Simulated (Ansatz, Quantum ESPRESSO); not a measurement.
# Conductance against width: vacuum gaps between two Na(100) faces, part 2 of 5

How fast does transmission decay with width? The series: vacuum gaps between two Na(100) faces.

Quantum ESPRESSO 7.5; plane-wave DFT, PBE, GBRV ultrasoft pseudopotentials; cross-check by Ansatz 0.2.0 with PAW datasets.

So far. Step 2 (SCF with pw.x, 5 Å): The run needed 11 iterations to bring the estimated error under 1e-07 Ry; the largest force on any atom, held or free, is 0.07 eV/Å.

## 3. Transmission with pwcond.x, 5 Å

Level of this step: transmission by pwcond, lead and junction from one cell; plane-wave DFT, PBE, GBRV ultrasoft pseudopotentials (Quantum ESPRESSO).

prefixt takes both regions from one run: the lead from 0 to bdl, the scattering region from bdl to bds (units of alat). ikind = 1 puts the same lead on both sides. The program's T_tot counts both spins in a run without spin; the tables below give T per spin.

The input, j0.cond.in:

```
&inputcond
  outdir = './out'
  prefixt = 'j0.scf'
  tran_file = 'j0.cond.dat'
  bdl = 1.0000000000
  bds = 8.6904761905
  ikind = 1
  ewind = 4.0
  epsproj = 1e-05
  nz1 = 7
  energy0 = 0.4
  denergy = -0.4
/
15
  0.00000000 0.00000000 0.01562500
  0.00000000 0.12500000 0.06250000
  0.00000000 0.25000000 0.06250000
  0.00000000 0.37500000 0.06250000
  0.00000000 0.50000000 0.03125000
  0.12500000 0.12500000 0.06250000
  0.12500000 0.25000000 0.12500000
  0.12500000 0.37500000 0.12500000
  0.12500000 0.50000000 0.06250000
  0.25000000 0.25000000 0.06250000
  0.25000000 0.37500000 0.12500000
  0.25000000 0.50000000 0.06250000
  0.37500000 0.37500000 0.06250000
  0.37500000 0.50000000 0.06250000
  0.50000000 0.50000000 0.01562500
3
```

Run with:

```
> OMP_NUM_THREADS=1 mpirun -n 4 pwcond.x -in j0.cond.in > j0.cond.out
```

The log of the run:

```text
[banner, memory and clock lines left out]
Program PWCOND v.7.5 starts

          URL

     ./out/j0.scf.save/

     IMPORTANT: XC functional enforced from input :
     Exchange-correlation= PBE
                           (   1   4   3   4   0   0   0)
     Any further DFT definition will be discarded
     Please, verify this is what you really want

     Reading collected, re-writing distributed wavefunctions

===== INPUT FILE containing all the regions =====

     GEOMETRY:

     lattice parameter (alat)  =       7.9368  a.u.
     the volume                =    4344.9826 (a.u.)^3
     the cross section         =      62.9936 (a.u.)^2
     l of the unit cell        =       8.6905 (alat)
     number of atoms/cell      =           16
     number of atomic types    =            1

     crystal axes: (cart. coord. in units of alat)
               a(1) = (  1.0000  0.0000  0.0000 )
               a(2) = (  0.0000  1.0000  0.0000 )
               a(3) = (  0.0000  0.0000  8.6905 )

   Cartesian axes

     site n.     atom                  positions (alat units)
          1        Na     tau(  1)=(  0.0000  0.0000  8.6905  )
          2        Na     tau(  2)=(  0.5000  0.5000  0.5000  )
          3        Na     tau(  3)=(  0.0000  0.0000  1.0000  )
          4        Na     tau(  4)=(  0.5000  0.5000  1.5000  )
          5        Na     tau(  5)=(  0.0000  0.0000  2.0000  )
          6        Na     tau(  6)=(  0.5000  0.5000  2.5000  )
          7        Na     tau(  7)=(  0.0000  0.0000  3.0000  )
          8        Na     tau(  8)=(  0.5000  0.5000  3.5000  )
          9        Na     tau(  9)=(  0.0000  0.0000  4.6905  )
         10        Na     tau( 10)=(  0.5000  0.5000  5.1905  )
         11        Na     tau( 11)=(  0.0000  0.0000  5.6905  )
         12        Na     tau( 12)=(  0.5000  0.5000  6.1905  )
         13        Na     tau( 13)=(  0.0000  0.0000  6.6905  )
         14        Na     tau( 14)=(  0.5000  0.5000  7.1905  )
         15        Na     tau( 15)=(  0.0000  0.0000  7.6905  )
         16        Na     tau( 16)=(  0.5000  0.5000  8.1905  )

     nr1s                      =           32
     nr2s                      =           32
     nr3s                      =          288
     nr1sx                     =           32
     nr2sx                     =           32
     nr3sx                     =          288
     nr1                       =           36
     nr2                       =           36
     nr3                       =          320
     nr1x                      =           36
     nr2x                      =           36
     nr3x                      =          320

 _______________________________
  Radii of nonlocal spheres:

     type       ibeta     ang. mom.          radius (alat units)
       Na         1         0                    0.2543
       Na         2         0                    0.2543
       Na         3         1                    0.2543
       Na         4         1                    0.2543
       Na         5         2                    0.2543
----- General information -----

--- T calc. with identical leads (ikind=1) ---

     nrx                       =           32
     nry                       =           32
     nz1                       =            7

     energy0               =         4.0E-01
     denergy               =        -4.0E-01
     nenergy               =          3
     ecut2d                =         4.0E+01
     ewind                 =         4.0E+00
     epsproj               =         1.0E-05

     number of k_|| points=   15
                       cryst. coord.
        k(    1) = (   0.0000000   0.0000000), wk =   0.0156250
        k(    2) = (   0.0000000   0.1250000), wk =   0.0625000
        k(    3) = (   0.0000000   0.2500000), wk =   0.0625000
        k(    4) = (   0.0000000   0.3750000), wk =   0.0625000
        k(    5) = (   0.0000000   0.5000000), wk =   0.0312500
        k(    6) = (   0.1250000   0.1250000), wk =   0.0625000
        k(    7) = (   0.1250000   0.2500000), wk =   0.1250000
        k(    8) = (   0.1250000   0.3750000), wk =   0.1250000
        k(    9) = (   0.1250000   0.5000000), wk =   0.0625000
        k(   10) = (   0.2500000   0.2500000), wk =   0.0625000
        k(   11) = (   0.2500000   0.3750000), wk =   0.1250000
        k(   12) = (   0.2500000   0.5000000), wk =   0.0625000
        k(   13) = (   0.3750000   0.3750000), wk =   0.0625000
        k(   14) = (   0.3750000   0.5000000), wk =   0.0625000
        k(   15) = (   0.5000000   0.5000000), wk =   0.0156250
----- Information about left/right lead -----

     nocros                   =           13
     noins                    =           13
     norb                     =           39
     norbf                    =          195
     nrz                      =           33

      iorb      type   ibeta   ang. mom.   m       position (alat)
        1        1       1        0        1   taunew(   1)=(  0.0000  0.0000  0.0000)
        2        1       2        0        1   taunew(   2)=(  0.0000  0.0000  0.0000)
        3        1       3        1        1   taunew(   3)=(  0.0000  0.0000  0.0000)
        4        1       3        1        2   taunew(   4)=(  0.0000  0.0000  0.0000)
        5        1       3        1        3   taunew(   5)=(  0.0000  0.0000  0.0000)
        6        1       4        1        1   taunew(   6)=(  0.0000  0.0000  0.0000)
        7        1       4        1        2   taunew(   7)=(  0.0000  0.0000  0.0000)
        8        1       4        1        3   taunew(   8)=(  0.0000  0.0000  0.0000)
        9        1       5        2        1   taunew(   9)=(  0.0000  0.0000  0.0000)
       10        1       5        2        2   taunew(  10)=(  0.0000  0.0000  0.0000)
       11        1       5        2        3   taunew(  11)=(  0.0000  0.0000  0.0000)
       12        1       5        2        4   taunew(  12)=(  0.0000  0.0000  0.0000)
       13        1       5        2        5   taunew(  13)=(  0.0000  0.0000  0.0000)
       14        1       1        0        1   taunew(  14)=(  0.5000  0.5000  0.5000)
       15        1       2        0        1   taunew(  15)=(  0.5000  0.5000  0.5000)
       16        1       3        1        1   taunew(  16)=(  0.5000  0.5000  0.5000)
       17        1       3        1        2   taunew(  17)=(  0.5000  0.5000  0.5000)
       18        1       3        1        3   taunew(  18)=(  0.5000  0.5000  0.5000)
       19        1       4        1        1   taunew(  19)=(  0.5000  0.5000  0.5000)
       20        1       4        1        2   taunew(  20)=(  0.5000  0.5000  0.5000)
       21        1       4        1        3   taunew(  21)=(  0.5000  0.5000  0.5000)
[...]
140        1       5        2        2   taunew( 140)=(  0.0000  0.0000  5.6905)
      141        1       5        2        3   taunew( 141)=(  0.0000  0.0000  5.6905)
      142        1       5        2        4   taunew( 142)=(  0.0000  0.0000  5.6905)
      143        1       5        2        5   taunew( 143)=(  0.0000  0.0000  5.6905)
      144        1       1        0        1   taunew( 144)=(  0.5000  0.5000  6.1905)
      145        1       2        0        1   taunew( 145)=(  0.5000  0.5000  6.1905)
      146        1       3        1        1   taunew( 146)=(  0.5000  0.5000  6.1905)
      147        1       3        1        2   taunew( 147)=(  0.5000  0.5000  6.1905)
      148        1       3        1        3   taunew( 148)=(  0.5000  0.5000  6.1905)
      149        1       4        1        1   taunew( 149)=(  0.5000  0.5000  6.1905)
      150        1       4        1        2   taunew( 150)=(  0.5000  0.5000  6.1905)
      151        1       4        1        3   taunew( 151)=(  0.5000  0.5000  6.1905)
      152        1       5        2        1   taunew( 152)=(  0.5000  0.5000  6.1905)
      153        1       5        2        2   taunew( 153)=(  0.5000  0.5000  6.1905)
      154        1       5        2        3   taunew( 154)=(  0.5000  0.5000  6.1905)
      155        1       5        2        4   taunew( 155)=(  0.5000  0.5000  6.1905)
      156        1       5        2        5   taunew( 156)=(  0.5000  0.5000  6.1905)
      157        1       1        0        1   taunew( 157)=(  0.0000  0.0000  6.6905)
      158        1       2        0        1   taunew( 158)=(  0.0000  0.0000  6.6905)
      159        1       3        1        1   taunew( 159)=(  0.0000  0.0000  6.6905)
      160        1       3        1        2   taunew( 160)=(  0.0000  0.0000  6.6905)
      161        1       3        1        3   taunew( 161)=(  0.0000  0.0000  6.6905)
      162        1       4        1        1   taunew( 162)=(  0.0000  0.0000  6.6905)
      163        1       4        1        2   taunew( 163)=(  0.0000  0.0000  6.6905)
      164        1       4        1        3   taunew( 164)=(  0.0000  0.0000  6.6905)
      165        1       5        2        1   taunew( 165)=(  0.0000  0.0000  6.6905)
      166        1       5        2        2   taunew( 166)=(  0.0000  0.0000  6.6905)
      167        1       5        2        3   taunew( 167)=(  0.0000  0.0000  6.6905)
      168        1       5        2        4   taunew( 168)=(  0.0000  0.0000  6.6905)
      169        1       5        2        5   taunew( 169)=(  0.0000  0.0000  6.6905)
      170        1       1        0        1   taunew( 170)=(  0.5000  0.5000  7.1905)
      171        1       2        0        1   taunew( 171)=(  0.5000  0.5000  7.1905)
      172        1       3        1        1   taunew( 172)=(  0.5000  0.5000  7.1905)
      173        1       3        1        2   taunew( 173)=(  0.5000  0.5000  7.1905)
      174        1       3        1        3   taunew( 174)=(  0.5000  0.5000  7.1905)
      175        1       4        1        1   taunew( 175)=(  0.5000  0.5000  7.1905)
      176        1       4        1        2   taunew( 176)=(  0.5000  0.5000  7.1905)
      177        1       4        1        3   taunew( 177)=(  0.5000  0.5000  7.1905)
      178        1       5        2        1   taunew( 178)=(  0.5000  0.5000  7.1905)
      179        1       5        2        2   taunew( 179)=(  0.5000  0.5000  7.1905)
      180        1       5        2        3   taunew( 180)=(  0.5000  0.5000  7.1905)
      181        1       5        2        4   taunew( 181)=(  0.5000  0.5000  7.1905)
      182        1       5        2        5   taunew( 182)=(  0.5000  0.5000  7.1905)
      183        1       1        0        1   taunew( 183)=(  0.0000  0.0000  7.6905)
      184        1       2        0        1   taunew( 184)=(  0.0000  0.0000  7.6905)
      185        1       3        1        1   taunew( 185)=(  0.0000  0.0000  7.6905)
      186        1       3        1        2   taunew( 186)=(  0.0000  0.0000  7.6905)
      187        1       3        1        3   taunew( 187)=(  0.0000  0.0000  7.6905)
      188        1       4        1        1   taunew( 188)=(  0.0000  0.0000  7.6905)
      189        1       4        1        2   taunew( 189)=(  0.0000  0.0000  7.6905)
      190        1       4        1        3   taunew( 190)=(  0.0000  0.0000  7.6905)
      191        1       5        2        1   taunew( 191)=(  0.0000  0.0000  7.6905)
      192        1       5        2        2   taunew( 192)=(  0.0000  0.0000  7.6905)
      193        1       5        2        3   taunew( 193)=(  0.0000  0.0000  7.6905)
      194        1       5        2        4   taunew( 194)=(  0.0000  0.0000  7.6905)
      195        1       5        2        5   taunew( 195)=(  0.0000  0.0000  7.6905)
 ngper, shell number =          193          29
 ngper, n2d =          193         106
---  E-Ef =    0.4000000  k =    0.0000000   0.0000000
---  ie =          1  ik =          1
 Nchannels of the left tip =            1
 Right moving states:
   k1(2pi/a)   k2(2pi/a)   E-Ef (eV)
  -0.3447696   0.0000004   0.4000000
 Left moving states:
   k1(2pi/a)   k2(2pi/a)   E-Ef (eV)
   0.3447696   0.0000004   0.4000000

 to transmit
 Band j to band i transmissions and reflections:
    j         i     |T_ij|^2    |R_ij|^2

    1 -->     1     0.90606     0.09394
   Total T_j, R_j =    0.90606  0.09394

E-Ef(ev), T(x2 spins) =    0.4000000   1.8121228
---  E-Ef =    0.0000000  k =    0.0000000   0.0000000
---  ie =          2  ik =          1
 Nchannels of the left tip =            1
 Right moving states:
   k1(2pi/a)   k2(2pi/a)   E-Ef (eV)
  -0.3828409   0.0000005   0.0000000
 Left moving states:
   k1(2pi/a)   k2(2pi/a)   E-Ef (eV)
   0.3828409   0.0000005   0.0000000

 to transmit
 Band j to band i transmissions and reflections:
    j         i     |T_ij|^2    |R_ij|^2

    1 -->     1     0.81264     0.18736
   Total T_j, R_j =    0.81264  0.18736

E-Ef(ev), T(x2 spins) =    0.0000000   1.6252882
---  E-Ef =   -0.4000000  k =    0.0000000   0.0000000
---  ie =          3  ik =          1
 Nchannels of the left tip =            1
 Right moving states:
   k1(2pi/a)   k2(2pi/a)   E-Ef (eV)
  -0.4230844   0.0000005  -0.4000000
 Left moving states:
   k1(2pi/a)   k2(2pi/a)   E-Ef (eV)
   0.4230844   0.0000005  -0.4000000

 to transmit
 Band j to band i transmissions and reflections:
    j         i     |T_ij|^2    |R_ij|^2

    1 -->     1     0.67500     0.32500
   Total T_j, R_j =    0.67500  0.32500

E-Ef(ev), T(x2 spins) =   -0.4000000   1.3500090
 ngper, shell number =          198          97
 ngper, n2d =          198         107
[... further energies and points left out ...]
---  E-Ef =    0.4000000  k =    0.5000000   0.5000000
---  ie =          1  ik =         15
 Nchannels of the left tip =            0
 Right moving states:
   k1(2pi/a)   k2(2pi/a)   E-Ef (eV)
 Left moving states:
   k1(2pi/a)   k2(2pi/a)   E-Ef (eV)

 to transmit
          E-Ef(ev), T =    0.4000000   0.0000000
---  E-Ef =    0.0000000  k =    0.5000000   0.5000000
---  ie =          2  ik =         15
 Nchannels of the left tip =            0
 Right moving states:
   k1(2pi/a)   k2(2pi/a)   E-Ef (eV)
 Left moving states:
   k1(2pi/a)   k2(2pi/a)   E-Ef (eV)

 to transmit
          E-Ef(ev), T =    0.0000000   0.0000000
---  E-Ef =   -0.4000000  k =    0.5000000   0.5000000
---  ie =          3  ik =         15
 Nchannels of the left tip =            0
 Right moving states:
   k1(2pi/a)   k2(2pi/a)   E-Ef (eV)
 Left moving states:
   k1(2pi/a)   k2(2pi/a)   E-Ef (eV)

 to transmit
          E-Ef(ev), T =   -0.4000000   0.0000000
   T_tot     0.40000      0.93854E+00
   T_tot     0.00000      0.67867E+00
   T_tot    -0.40000      0.44656E+00

Note: The following floating-point exceptions are signalling: IEEE_UNDERFLOW_FLAG
Note: The following floating-point exceptions are signalling: IEEE_UNDERFLOW_FLAG
Note: The following floating-point exceptions are signalling: IEEE_UNDERFLOW_FLAG
Note: The following floating-point exceptions are signalling: IEEE_UNDERFLOW_FLAG
```

Elapsed: 2.2 min, on 4 MPI ranks of Arm Neoverse V1, shared host; peak memory 0.39 GiB.

This step gave:

```
lead channels at the Fermi level, one spin : 1.078
transmission at the Fermi level, one spin  : 0.3393
conductance                                : 0.3393 G₀
```

Per spin; mean over the k mesh across the current. Open channels, zone mean against energy, zero at the Fermi level:

```csv
energy (eV),"open channels, zone mean"
-0.400,1.08
0.000,1.08
0.400,1.39
```

Per spin; mean over the k mesh across the current. Table of transmission, zone mean by energy, zero at the Fermi level:

```csv
energy (eV),"transmission, zone mean"
-0.400,0.223
0.000,0.339
0.400,0.469
```

At 0.000 eV; k in fractions of b1, b2. Transmission by k point:

```csv
k1,k2,weight,t,channels
0,0,0.01562,0.8126,1
0,0.125,0.0625,0.7736,1
0,0.25,0.0625,0.6279,1
0,0.375,0.0625,0.3406,1
0,0.5,0.03125,0.1917,2
0.125,0.125,0.0625,0.7299,1
0.125,0.25,0.125,0.5692,1
0.125,0.375,0.125,0.2806,1
0.125,0.5,0.0625,0.1587,2
0.25,0.25,0.0625,0.3561,1
0.25,0.375,0.125,0.1634,1
0.25,0.5,0.0625,0.0538,2
0.375,0.375,0.0625,0.06345,1
0.375,0.5,0.0625,0,0
0.5,0.5,0.01562,0,0
```

(Part 2 of 5 ends here.)

[Long decimals in the printed logs are rounded to 6 places.]

[Repeated lines of the later SCF iterations (solver, time, negative density, dipole) and banner, clock, host and MPI lines are left out of these logs without a mark at each place.]

[Logs are printed without paths, hosts, clocks, repeated set-up lines and the standing remarks that a program may print on its own settings, such as how far it seeks lower states.]

[Hosts, paths, dates, database ids (printed as entryN), source tags and the programs' standing remarks are cut or masked in the printed files.]

[Maps of the electrostatic potential energy from Ansatz leave out the sawtooth potential of an applied field or a dipole correction, so their vacuum need not be flat; planar profiles and work functions include it.]
